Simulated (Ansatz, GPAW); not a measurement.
# Cutoff, mesh and smearing for a 6-layer slab of Mg(0001), part 2 of 2

Wanted: a convergence study on the slab a 6-layer slab of Mg(0001).

GPAW 26.7.0 and Ansatz 0.2.0; Ansatz plane waves; slab in vacuum with a dipole correction, relaxation (the session's first sound run).

So far, upper work function (eV): step 2 (relaxing the atoms, PBE) 3.73; step 3 (plane waves, PBE) 3.73.

## Step 5: Cutoff 300

Level of this step: GPAW, PAW setups; slab in vacuum (GPAW).

The cutoff limits how sharply the smooth valence waves can vary, which tells mostly near the atoms.

The input, run.py:

```python
import json
import numpy as np
from ase import Atoms
from gpaw import GPAW, PW

slab = Atoms(
    ['Mg', 'Mg', 'Mg', 'Mg', 'Mg', 'Mg'],
    positions=[
        [3.21000, 1.85329, 8.00000],
        [0.00000, 0.00000, 10.60652],
        [3.21000, 1.85329, 13.21304],
        [0.00000, 0.00000, 15.81284],
        [3.21000, 1.85329, 18.39984],
        [0.00000, 0.00000, 21.01128]],
    cell=[[3.21, 0.0, 0.0], [1.605, 2.77994, 0.0], [0.0, 0.0, 29.0326]],
    pbc=[True, True, False])

slab.calc = GPAW(mode=PW(300), xc='PBE', kpts={'size': (11, 11, 1), 'gamma': True},
                 occupations={'name': 'fermi-dirac', 'width': 0.1}, nbands='140%',
                 convergence={'density': 1e-05}, maxiter=200,
                 poissonsolver={'dipolelayer': 'xy'},
                 symmetry={'tolerance': 1e-3}, txt='slab.txt')
result = {}
energy = slab.get_potential_energy()
fermi = slab.calc.get_fermi_level()
v = slab.calc.get_electrostatic_potential().mean((0, 1)) - fermi
n = slab.calc.get_pseudo_density().mean((0, 1))
L = slab.cell[2, 2]
z = np.arange(len(v)) * L / len(v)
low, high = slab.positions[:, 2].min(), slab.positions[:, 2].max()
below, above = np.interp([low - 5.8, high + 5.8], z, v)
slopes = [np.interp(x, z, np.gradient(v, z)) for x in (low - 5.8, high + 5.8)]
eps = np.array([[slab.calc.get_eigenvalues(k, s) for k in range(len(slab.calc.get_ibz_k_points()))]
                for s in range(slab.calc.get_number_of_spins())]) - fermi
top, bottom = eps[eps < 0].max(), eps[eps > 0].min()
dipole = slab.get_dipole_moment()[2]
print(f'energy {energy:.4f} eV, Fermi level {fermi:.4f} eV, dipole {dipole:.5f} e A')
print(f'potential 5.8 A off the faces, from the Fermi level: lower {below:.4f} eV, upper {above:.4f} eV')
print(f'slope of the potential there: lower {slopes[0]:.5f}, upper {slopes[1]:.5f} eV/A')
print(f'nearest levels on the mesh: {top:.4f} and {bottom:.4f} eV')
print('magnetic moment', round(slab.get_magnetic_moment(), 3))
result.update(energy=energy, fermi=fermi, dipole=dipole, below=below, above=above, slopes=slopes, edges=[top, bottom],
              z=z.tolist(), v=v.tolist(), n=n.tolist(), positions=slab.positions.tolist(),
              forces=slab.get_forces(apply_constraint=False).tolist(), moments=slab.get_magnetic_moments().tolist())
json.dump(result, open('result.json', 'w'))
```

Started as:

```console
$ OMP_NUM_THREADS=1 OPENBLAS_NUM_THREADS=1 python run.py
```

The program printed:

```text
energy -7.7796 eV, Fermi level 0.1934 eV, dipole -0.00005 e A
potential 5.8 A off the faces, from the Fermi level: lower 3.7269 eV, upper 3.7279 eV
slope of the potential there: lower -0.00028, upper 0.00029 eV/A
nearest levels on the mesh: -0.0042 and 0.0279 eV
magnetic moment 0.0
```

Run time: 47 s. Hardware: 1 thread of Intel Xeon Platinum 8488C (Sapphire Rapids), shared host; peak memory 0.2 GiB.

The run finished. A setting was moved off its sound value on purpose, so it serves as a test and not as the result.

The fault put into the input: a cutoff under that of the base run: the energy of the cell lies 1.0 eV from the base value (ecut = 300).

The two runs compared:

```tsv
quantity	this run	sound run	difference
upper work function (eV)	3.7279	3.7296	-0.00177
lower work function (eV)	3.7269	3.7286	-0.00165
```

## Step 6: Cutoff 700: ecut = 700

The cutoff limits how sharply the smooth valence waves can vary, which tells mostly near the atoms.

Edit run.py of step 5 so:

```diff
@@ -17,3 +17,3 @@
 
-slab.calc = GPAW(mode=PW(300), xc='PBE', kpts={'size': (11, 11, 1), 'gamma': True},
+slab.calc = GPAW(mode=PW(700), xc='PBE', kpts={'size': (11, 11, 1), 'gamma': True},
                  occupations={'name': 'fermi-dirac', 'width': 0.1}, nbands='140%',
```

The program printed:

```text
energy -9.1473 eV, Fermi level 0.1915 eV, dipole -0.00003 e A
potential 5.8 A off the faces, from the Fermi level: lower 3.7294 eV, upper 3.7301 eV
slope of the potential there: lower -0.00012, upper 0.00012 eV/A
nearest levels on the mesh: -0.0049 and 0.0320 eV
magnetic moment 0.0
```

Run time: 3.3 min. Hardware: 1 thread; peak memory 0.41 GiB.

This step gave:

```
dipole along the normal                    : -3.39e-5 e·Å
levels nearest the Fermi level on the mesh : -0.004942, 0.03198 eV from the Fermi level
```

The electrostatic potential energy of an electron (without an applied field's), less the Fermi level, planar mean oscillates, so the rows of the table below give means over windows of 2.62 Å about each position, cut where the curve ends. Its maxima inside the range that stand out by 2 % of the span (Å: eV): 9.3: 1.00, 11.9: 1.02, 14.5: 0.966, 17.2: 0.914, 19.7: 1.02. Its minima: 8.1: -9.79, 10.6: -9.87, 13.2: -9.96, 15.8: -9.96, 18.4: -9.91, 21.0: -9.91.

Table of electrostatic potential energy of an electron (without an applied field's), less the Fermi level, planar mean by z; means over each step:

```tsv
z (Å)	electrostatic potential energy of an electron (without an applied field's), less the Fermi level, planar mean (eV)
1.31	3.73
3.93	3.72
6.55	0.561
9.17	-3.45
11.79	-3.47
14.41	-3.53
17.03	-3.57
19.65	-3.44
22.27	-0.406
24.89	3.71
27.51	3.73
```

The pseudo valence density, planar mean oscillates, so the rows of the table below give means over windows of 2.58 Å about each position, cut where the curve ends. Its maxima inside the range that stand out by 2 % of the span (Å: e/Å³): 8.1: 1.50, 10.6: 1.53, 13.2: 1.55, 15.8: 1.55, 18.4: 1.55, 21.0: 1.53. Its minima: 9.2: 0.0885, 11.9: 0.0897, 14.5: 0.0902, 17.1: 0.0910, 19.7: 0.0881.

The pseudo valence density, planar mean by z; means over each step:

```tsv
z (Å)	pseudo valence density, planar mean (e/Å³)
1.29	0
3.87	3.2e-4
6.45	0.0880
9.03	0.426
11.61	0.427
14.19	0.429
16.77	0.433
19.35	0.427
21.93	0.375
24.51	0.00130
27.09	3.6e-6
```

The upper face's work function is 3.730 eV, against 3.730 eV in the first plane-wave PBE run at this geometry.

## Step 7: K mesh 4×4

The mesh in the plane samples the bands: a metal's Fermi level needs it dense, and band edges must lie on it.

Edit run.py of step 6 so:

```diff
@@ -17,3 +17,3 @@
 
-slab.calc = GPAW(mode=PW(700), xc='PBE', kpts={'size': (11, 11, 1), 'gamma': True},
+slab.calc = GPAW(mode=PW(400), xc='PBE', kpts={'size': (4, 4, 1), 'gamma': True},
                  occupations={'name': 'fermi-dirac', 'width': 0.1}, nbands='140%',
```

The program printed:

```text
energy -9.1470 eV, Fermi level 0.1620 eV, dipole -0.00003 e A
potential 5.8 A off the faces, from the Fermi level: lower 3.7804 eV, upper 3.7815 eV
slope of the potential there: lower -0.00017, upper 0.00021 eV/A
nearest levels on the mesh: -0.0134 and 0.0082 eV
magnetic moment 0.0
```

Elapsed: 20 s, on 1 thread; peak memory 0.19 GiB.

The run finished with changed settings (kpts = [4, 4]); it serves as a test.

Side by side:

```tsv
quantity	this run	sound run	difference
upper work function (eV)	3.7815	3.7296	0.0519
lower work function (eV)	3.7804	3.7286	0.0518
```

The two runs differ clearly in the upper work function: 3.78 eV against 3.73 eV.

## Step 8: K mesh 7×7

The mesh in the plane samples the bands: a metal's Fermi level needs it dense, and band edges must lie on it.

Edit run.py of step 7 so:

```diff
@@ -17,3 +17,3 @@
 
-slab.calc = GPAW(mode=PW(400), xc='PBE', kpts={'size': (4, 4, 1), 'gamma': True},
+slab.calc = GPAW(mode=PW(400), xc='PBE', kpts={'size': (7, 7, 1), 'gamma': True},
                  occupations={'name': 'fermi-dirac', 'width': 0.1}, nbands='140%',
```

The program printed:

```text
energy -8.7982 eV, Fermi level 0.3125 eV, dipole -0.00003 e A
potential 5.8 A off the faces, from the Fermi level: lower 3.6489 eV, upper 3.6499 eV
slope of the potential there: lower -0.00018, upper 0.00021 eV/A
nearest levels on the mesh: -0.0218 and 0.0595 eV
magnetic moment 0.0
```

The job ended after 54 s (1 thread; peak memory 0.21 GiB).

The run finished with changed settings (kpts = [7, 7]); it serves as a test.

Side by side:

```tsv
quantity	this run	sound run	difference
upper work function (eV)	3.6499	3.7296	-0.0798
lower work function (eV)	3.6489	3.7286	-0.0797
```

One result that differs is the upper work function, 3.65 eV against 3.73 eV.

## Step 9: K mesh 16×16: kpts = [16, 16]

The mesh in the plane samples the bands: a metal's Fermi level needs it dense, and band edges must lie on it.

Edit run.py of step 8 so:

```diff
@@ -17,3 +17,3 @@
 
-slab.calc = GPAW(mode=PW(400), xc='PBE', kpts={'size': (7, 7, 1), 'gamma': True},
+slab.calc = GPAW(mode=PW(400), xc='PBE', kpts={'size': (16, 16, 1), 'gamma': True},
                  occupations={'name': 'fermi-dirac', 'width': 0.1}, nbands='140%',
```

The program printed:

```text
energy -8.8038 eV, Fermi level 0.2142 eV, dipole -0.00009 e A
potential 5.8 A off the faces, from the Fermi level: lower 3.7093 eV, upper 3.7114 eV
slope of the potential there: lower -0.00021, upper 0.00022 eV/A
nearest levels on the mesh: -0.0420 and 0.0187 eV
magnetic moment 0.0
```

Elapsed: 2.2 min, on 1 thread; peak memory 0.3 GiB.

This step gave:

| Quantity | Value |
| --- | --- |
| dipole along the normal | -8.72e-5 e·Å |
| levels nearest the Fermi level on the mesh | -0.04199, 0.01867 eV from the Fermi level |
| upper work function | 3.711 eV |
| lower work function | 3.709 eV |

The electrostatic potential energy of an electron (without an applied field's), less the Fermi level, planar mean oscillates, so the rows of the table below give means over windows of 2.58 Å about each position, cut where the curve ends. Its maxima inside the range that stand out by 2 % of the span (Å: eV): 9.4: 0.951, 11.9: 0.975, 14.5: 0.978, 17.1: 0.917, 19.7: 0.983. Its minima: 8.0: -9.91, 10.6: -9.92, 13.2: -9.98, 15.8: -9.98, 18.4: -9.96, 21.0: -9.89.

Table of electrostatic potential energy of an electron (without an applied field's), less the Fermi level, planar mean by z; means over each step:

```tsv
z (Å)	electrostatic potential energy of an electron (without an applied field's), less the Fermi level, planar mean (eV)
1.29	3.71
3.87	3.70
6.45	1.07
9.03	-3.42
11.61	-3.44
14.19	-3.46
16.77	-3.52
19.35	-3.41
21.93	-1.95
24.51	3.67
27.09	3.71
```

The upper face's work function is 3.711 eV, against 3.730 eV in the first plane-wave PBE run at this geometry.

## Step 10: Scheme Methfessel-Paxton of order 0 (Gaussian), smearing 0.1

Smearing changes the occupations near the Fermi level, and with them the level itself. Smearing helps the SCF of a metal converge, but it blurs occupations at band edges near the Fermi level.

Edit run.py of step 9 so:

```diff
@@ -17,4 +17,4 @@
 
-slab.calc = GPAW(mode=PW(400), xc='PBE', kpts={'size': (16, 16, 1), 'gamma': True},
-                 occupations={'name': 'fermi-dirac', 'width': 0.1}, nbands='140%',
+slab.calc = GPAW(mode=PW(400), xc='PBE', kpts={'size': (11, 11, 1), 'gamma': True},
+                 occupations={'name': 'methfessel-paxton', 'width': 0.1}, nbands='140%',
                  convergence={'density': 1e-05}, maxiter=200,
```

The program printed:

```text
energy -8.8242 eV, Fermi level 0.1734 eV, dipole -0.00001 e A
potential 5.8 A off the faces, from the Fermi level: lower 3.7550 eV, upper 3.7557 eV
slope of the potential there: lower -0.00018, upper 0.00023 eV/A
nearest levels on the mesh: -0.0210 and 0.0102 eV
magnetic moment 0.0
```

It took 84 s on 1 thread; peak memory 0.24 GiB.

This step gave:

```
dipole along the normal                    : -1.47e-5 e·Å
levels nearest the Fermi level on the mesh : -0.02102, 0.01016 eV from the Fermi level
upper work function                        : 3.756 eV
lower work function                        : 3.755 eV
```

The upper face's work function is 3.756 eV, against 3.730 eV in the first plane-wave PBE run at this geometry.

## Step 11: The ladder

Times are for 1 thread of Intel Xeon Platinum 8488C (Sapphire Rapids), shared host. Results by setting:

```tsv
no.	run	upper work function (eV)	time	memory (GiB)
1	pw	3.730	64 s	0.24
2	cutoff 700	3.730	3.3 min	0.41
3	k mesh 16×16	3.711	2.2 min	0.3
4	scheme Methfessel-Paxton of order 0 (Gaussian), smearing 0.1	3.756	84 s	0.24
```

## Step 12: Without the dipole layer

The dipole layer is taken out and the cell repeats along the normal.

Edit run.py of step 10 so:

```diff
@@ -15,8 +15,7 @@
     cell=[[3.21, 0.0, 0.0], [1.605, 2.77994, 0.0], [0.0, 0.0, 29.0326]],
-    pbc=[True, True, False])
+    pbc=[True, True, True])
 
 slab.calc = GPAW(mode=PW(400), xc='PBE', kpts={'size': (11, 11, 1), 'gamma': True},
-                 occupations={'name': 'methfessel-paxton', 'width': 0.1}, nbands='140%',
+                 occupations={'name': 'fermi-dirac', 'width': 0.1}, nbands='140%',
                  convergence={'density': 1e-05}, maxiter=200,
-                 poissonsolver={'dipolelayer': 'xy'},
                  symmetry={'tolerance': 1e-3}, txt='slab.txt')
```

The program printed:

```text
energy -8.8283 eV, Fermi level 0.1930 eV, dipole -0.00008 e A
potential 5.8 A off the faces, from the Fermi level: lower 3.7283 eV, upper 3.7286 eV
slope of the potential there: lower -0.00025, upper 0.00015 eV/A
nearest levels on the mesh: -0.0047 and 0.0308 eV
magnetic moment 0.0
```

The job ended after 48 s (1 thread; peak memory 0.24 GiB).

The run finished with changed settings (dipole = false and pbc_z = true); it serves as a test.

Side by side:

```tsv
quantity	this run	sound run	difference
upper work function (eV)	3.7286	3.7296	-0.00107
lower work function (eV)	3.7283	3.7286	-2.6e-4
```

## Step 13: Side by side

Results and costs are gathered.

This step: comparison of work functions, dipole and cost (GPAW 26.7.0).

Ladder, by row:

```tsv
step	code	work function, upper (eV)	work function, lower (eV)	dipole (e Å)	wall time (s)	peak memory (GiB)	threads
pw	GPAW	3.73	3.729	-3.27e-5	64.29	0.24	1
ecut200	GPAW	3.725	3.725	-8.24e-5	39.3	0.16	1
ecut300	GPAW	3.728	3.727	-4.61e-5	47.03	0.2	1
ecut700	GPAW	3.73	3.729	-3.39e-5	197.3	0.41	1
k4	GPAW	3.782	3.78	-3.48e-5	20.21	0.19	1
k7	GPAW	3.65	3.649	-2.71e-5	54.05	0.21	1
k16	GPAW	3.711	3.709	-8.72e-5	131.3	0.3	1
smear	GPAW	3.756	3.755	-1.47e-5	83.94	0.24	1
nodip	GPAW	3.729	3.728	-8.15e-5	48.11	0.24	1
```

## Step 14: A changed run

One more run, with changed settings.

This step: GPAW, PAW setups; slab in vacuum (GPAW 26.7.0).

Edit run.py of step 12 so:

```diff
@@ -15,7 +15,8 @@
     cell=[[3.21, 0.0, 0.0], [1.605, 2.77994, 0.0], [0.0, 0.0, 29.0326]],
-    pbc=[True, True, True])
+    pbc=[True, True, False])
 
 slab.calc = GPAW(mode=PW(400), xc='PBE', kpts={'size': (11, 11, 1), 'gamma': True},
-                 occupations={'name': 'fermi-dirac', 'width': 0.1}, nbands='140%',
-                 convergence={'density': 1e-05}, maxiter=200,
+                 occupations={'name': 'fermi-dirac', 'width': 1.0}, nbands='140%',
+                 convergence={'density': 1e-05}, maxiter=100,
+                 poissonsolver={'dipolelayer': 'xy'},
                  symmetry={'tolerance': 1e-3}, txt='slab.txt')
```

The program printed:

```text
energy -8.8339 eV, Fermi level -0.2476 eV, dipole -0.00016 e A
potential 5.8 A off the faces, from the Fermi level: lower 4.7379 eV, upper 4.7403 eV
slope of the potential there: lower -0.05438, upper 0.05503 eV/A
nearest levels on the mesh: -0.0442 and 0.0456 eV
magnetic moment 0.0
```

Run time: 2 min. Hardware: 1 thread; peak memory 0.24 GiB.

The run finished. A setting was moved off its sound value on purpose, so it serves as a test and not as the result.

The fault put into the input: a smearing of electronvolts (width = 1.0).

## Step 15: Outcome

```
work function, both faces : 3.73 eV
dipole along the normal   : -3.3e-5 e Å, near the numerical noise
```

With plane waves and PBE the work function is 3.73 eV on the upper face and 3.73 eV on the lower. The measured value for polycrystalline Mg, which weights the faces of low work function, is 3.66 eV (as compiled in "Anisotropic work function of elemental crystals", 2019, arxiv:1902.07811); the relaxed upper face lies 0.070 eV over it with PBE. Measured work functions scatter by a tenth of an eV or more between methods. The other smearing (Gaussian of 0.1 eV in place of Fermi-Dirac of 0.1) moves the two faces by 0.026 and 0.026 eV on the same mesh; a mesh is converged only for its smearing. Over the sound runs of the table the upper face's work function spans 3.711 (k16) to 3.756 eV (smear). The in-plane lattice was kept as typed, which isn't the functional's own and leaves some strain; spin-orbit coupling and temperature are left out.

[Logs are printed without paths, hosts, clocks, repeated set-up lines and the standing remarks that a program may print on its own settings, such as how far it seeks lower states.]

[Hosts, paths, dates, database ids (printed as entryN), source tags and the programs' standing remarks are cut or masked in the printed files.]
